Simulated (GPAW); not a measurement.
# A GW chain in GPAW: CuBiSeO (P4/nmm), part 2 of 2

How does a plane-wave GW calculation on CuBiSeO (P4/nmm) run from the first input to the gap?

GPAW 26.7.0; LDA and many-body steps on it, plane waves. Known limits of the many-body steps: not at the basis limit; model gap, bands may invert with spin-orbit coupling; d shell near the gap, gap tends to lie low; no spin-orbit coupling; coarse k mesh.

So far. Step 3 (Bands along the symmetry lines): The gap is 0.133 eV, −0.014 eV from the run before at this level. Step 4 (Empty states on the mesh, 4×4×2 mesh, 331 bands): On this mesh the gap is 0.133 eV.

### Step 5. Screening and self-energy, 4×4×2 mesh, 321 bands, screening to 100 eV

G0W0 replaces the xc potential by the self-energy, built once from these orbitals. Only a window of levels is corrected, while the sums run over the empty bands that the input names.

This step: G0W0 on LDA, plane waves, PAW.

Input file run.py:

```python
import json
import numpy as np
from gpaw.mpi import world
from gpaw.response.g0w0 import G0W0

gw = G0W0('full.gpw',
    filename='gw',
    kpts=[0, 1, 3],
    bands=(36, 40),
    ecut=100,
    nbands=321,
    integrate_gamma='WS',
    ppa=True)
gw.calculate()
res = {mode: {k: v for k, v in r.items() if k != 'sigma_eskwn'}
       for mode, r in gw.all_results.items()}

if world.rank == 0:
    with open('result.json', 'w') as f:
        json.dump(res, f, default=lambda x: x.tolist())
```

Launch:

```bash
mpirun -n 4 gpaw python run.py
```

Numbers of over 12 decimals in the logs are rounded to 6 here.

Output:

```text
Using integrator: PointIntegrator
FrequencyGridDescriptor(from 0.000+0.000j to 0.000+27.211j eV, 2 points)
Nonperiodic BCs:  [False False False]
Using integrator: PointIntegrator
FrequencyGridDescriptor(from 0.000+0.000j to 0.000+27.211j eV, 2 points)
Nonperiodic BCs:  [False False False]
  ___  _ _ _
 |   || | | |
 | | || | | |
 |__ ||_____|
 |___|

BZ k-points: Symmetries present (total): 8

  [... matrices ...]
32 k-points: 4 x 4 x 2 Monkhorst-Pack grid + [1/8,1/8,1/4]
12 k-points in the irreducible part of the Brillouin zone
       k-points in crystal coordinates                weights
   0:     0.00000000    0.00000000    0.00000000          1/32
   1:     0.00000000    0.00000000    0.50000000          1/32
   2:     0.25000000    0.00000000    0.00000000          4/32
   3:     0.25000000    0.00000000    0.50000000          4/32
   4:     0.25000000    0.25000000    0.00000000          4/32
   5:     0.25000000    0.25000000    0.50000000          4/32
   6:     0.50000000    0.00000000    0.00000000          2/32
   7:     0.50000000    0.00000000    0.50000000          2/32
   8:     0.50000000    0.25000000    0.00000000          4/32
   9:     0.50000000    0.25000000    0.50000000          4/32
          ...
  11:     0.50000000    0.50000000    0.50000000          1/32

Distributing spins, k-points and bands (1 x 3 x 4) over 4 processes
Number of blocks: 1

Quasi particle states:
k-points (IBZ indices): [0, 1, 3]
Band range: (36, 40)
  [... matrices ...]
Computational parameters:
Plane wave cut-off: 100 eV
Number of bands: 321
Coulomb cutoff: None
Broadening: 0.1 eV

fxc modes: GW
Kernel: RPA
Using Godby-Needs plasmon-pole approximation:
  Fitting energy: i*E0, E0 = 1.000 Hartree
Summing all q:

Calculating screened Coulomb potential
No Coulomb truncation
FrequencyGridDescriptor(from 0.000+0.000j to 0.000+27.211j eV, 2 points)
Removing empty qpoint cache files...

Calculating chi0 body with:
    Ground state adapter containing:
    Number of spins: 1
    Number of kpoints: 32
    Number of irreducible kpoints: 12
    Number of completely occupied states: 38
    Number of partially occupied states: 38
    Occupied states memory: 18.03515625 M / cpu

    Linear response parametrization:
    q_c: [0.0, 0.0, 0.0]
    Number of frequency points: 2
    Planewave cutoff: 100.0
    Number of bands: 321
    Number of planewaves: 331
    Broadening (eta): 1e-06
    comm.size: 4
    kncomm.size: 4
    blockcomm.size: 1

    Memory estimate of potentially large arrays:
        chi0_wGG: 3.343536 M / cpu
Integrating chi0 body.

Symmetries of q_c:
    Direct symmetries (Uq -> q): 8
    Indirect symmetries (TUq -> q): 8
In total 16 allowed symmetries.

  [... matrices ...]
12 groups of equivalent kpoints. 62.5% reduction.

Integral kind: response function
Integrating chi0 head and wings.

Symmetries of q_c:
    Direct symmetries (Uq -> q): 8
    Indirect symmetries (TUq -> q): 8
In total 16 allowed symmetries.

  [... matrices ...]
12 groups of equivalent kpoints. 62.5% reduction.

Integral kind: response function wings

Calculating chi0 body with:
    Ground state adapter containing:
    Number of spins: 1
    Number of kpoints: 32
    Number of irreducible kpoints: 12
    Number of completely occupied states: 38
    Number of partially occupied states: 38
    Occupied states memory: 18.03515625 M / cpu

    Linear response parametrization:
[... the further q-points ...]

Results:
f:      Occupation numbers
eps:     KS-eigenvalues [eV]
vxc:     KS vxc [eV]
exx:     Exact exchange [eV]
sigma:   Self-energies [eV]
dsigma:  Self-energy derivatives
Z:       Renormalization factors
qp:      QP-energies [eV]

k-point 0 (0): (0.000, 0.000, 0.000)                GW
band       f     eps     vxc     exx   sigma  dsigma       Z      qp
                                                                   GW
  36   1.000   6.867 -25.246 -29.460   4.277  -0.335   0.749   6.914
  37   1.000   6.867 -25.246 -29.460   4.277  -0.335   0.749   6.914
  38   0.000   7.473 -15.596 -11.773  -3.124  -0.247   0.802   8.032
  39   0.000   8.106 -14.825 -10.802  -3.286  -0.248   0.801   8.697

k-point 1 (1): (0.000, 0.000, 0.500)                GW
band       f     eps     vxc     exx   sigma  dsigma       Z      qp
                                                                   GW
  36   1.000   7.202 -26.128 -30.462   4.385  -0.336   0.749   7.241
  37   1.000   7.202 -26.128 -30.462   4.385  -0.336   0.749   7.241
  38   0.000   7.376 -14.230  -9.952  -3.467  -0.238   0.808   8.030
  39   0.000   7.598 -18.965 -16.156  -2.159  -0.268   0.788   8.110

k-point 2 (3): (0.250, 0.000, 0.500)                GW
band       f     eps     vxc     exx   sigma  dsigma       Z      qp
                                                                   GW
  36   1.000   6.672 -26.594 -31.075   4.618  -0.345   0.744   6.774
  37   1.000   7.243 -26.068 -30.397   4.370  -0.335   0.749   7.273
  38   0.000   8.769 -15.525 -11.275  -3.417  -0.260   0.793   9.430
  39   0.000   9.050 -17.641 -13.607  -3.132  -0.271   0.787   9.760
```

Elapsed: 8.5 min, on 4 MPI ranks of Arm Neoverse V1, shared host; peak memory 2.9 GiB.

This step gave:

```
G0W0 gap on the points computed              : 0.7579 eV
least direct G0W0 gap on the computed points : 0.7898 eV
Z at the valence top                         : 0.7493
Z at the conduction bottom                   : 0.8077
starting gap on the mesh                     : 0.1333 eV
k of the valence top                         : 0.25, 0, 0.5
k of the conduction bottom                   : 0, 0, 0.5
```

The gap on the mesh goes from 0.13 eV to 0.76 eV, a correction of +0.62 eV.

Limits: finite bands, cutoff and mesh; model gap, bands may invert with spin-orbit coupling; d shell near the gap, gap tends to lie low; no spin-orbit coupling; coarse k mesh. v1 is the top filled band, c1 the lowest empty one. Levels before and after the correction, in eV, zero at the valence-band top of each column:

```csv
,conduction bottom,valence top
Kohn-Sham,0.13,0.00
G0W0,0.76,0.00
```

|  | level | energy (eV) |
| --- | --- | --- |
| Kohn-Sham | (0 0 0.5) v2-v1 | -0.040 |
| Kohn-Sham | (0 0 0.5) c1 | 0.133 |
| Kohn-Sham | (0 0 0.5) c2 | 0.355 |
| Kohn-Sham | (0.25 0 0.5) v2 | -0.571 |
| Kohn-Sham | (0.25 0 0.5) v1 | 0.000 |
| Kohn-Sham | (0.25 0 0.5) c1 | 1.526 |
| Kohn-Sham | (0.25 0 0.5) c2 | 1.808 |
| G0W0 | (0 0 0.5) v2-v1 | -0.032 |
| G0W0 | (0 0 0.5) c1 | 0.758 |
| G0W0 | (0 0 0.5) c2 | 0.837 |
| G0W0 | (0.25 0 0.5) v2 | -0.498 |
| G0W0 | (0.25 0 0.5) v1 | 0.000 |
| G0W0 | (0.25 0 0.5) c1 | 2.158 |
| G0W0 | (0.25 0 0.5) c2 | 2.488 |

### Step 6. Where the time went

Times are wall times on 4 MPI ranks of Arm Neoverse V1, shared host, good to a factor of about two.

```
                          step     time  share  memory (GiB)
                  ground state     54 s    5 %           1.0
bands along the symmetry lines  1.8 min   11 %           1.4
      empty states on the mesh  6.1 min   35 %           1.7
     screening and self-energy  8.5 min   49 %           2.9
```

### Step 7. What came out

```json
{
 "LDA gap": "0.13 eV, indirect (only 40 meV under the direct gap)",
 "G0W0 gap on the mesh": "0.76 eV",
 "GW settings": "4×4×2 mesh, 321 bands, screening to 100 eV, Godby-Needs plasmon pole",
 "known limits": "not at the basis limit; model gap, bands may invert with spin-orbit coupling; d shell near the gap, gap tends to lie low; no spin-orbit coupling; coarse k mesh"
}
```

**Reading.** G0W0 moves the gap on the mesh from 0.13 eV to 0.76 eV (+0.62 eV), with Z of 0.75 and 0.81 at the edges. Only 3 of the mesh's irreducible points were corrected, so a valley elsewhere could overtake. Bands and cutoff are finite, so the gap is not at the basis limit. The miss can reach some tenths of an eV and take either sign; the mesh is an error of its own. These stock PAW sets were not made for GW; the filled d or f shell of Se lies in the frozen core, which bears on start and correction. In the G0W0 run levels were corrected at 3 k points alone, so a gap called «on the mesh» is the least over those, and an edge elsewhere would be missed. The 4×4×2 mesh is coarse for this cell, which bears on the long-range parts of exchange and screening. Where an edge is built on 6p states of lead, bismuth or thallium, scalar-relativistic gaps usually stand too wide, by a few tenths to over one eV. With atoms this heavy and so narrow a gap, spin-orbit coupling can invert the bands. These scalar-relativistic gaps are then model values, not to be set against experiment, and a spin-orbit change taken from DFT can't simply be added. A d shell, filled or nearly so, lies near the gap. One-shot GW converges very slowly in bands there, not always from below, and on a semilocal start the gap tends to come out low; starts rich in exact exchange can overshoot instead.

[Paths, hosts, dates, memory and timing lines, banners, echoed tables and standing remarks are left out of the program output.]

[Logs are printed without paths, hosts, clocks, repeated set-up lines and the standing remarks that a program may print on its own settings, such as how far it seeks lower states.]

[Runs of the session that timed out or met a known fault of the program may be left out.]

[Hosts, paths, dates, database ids (printed as entryN), source tags and the programs' standing remarks are cut or masked in the printed files.]
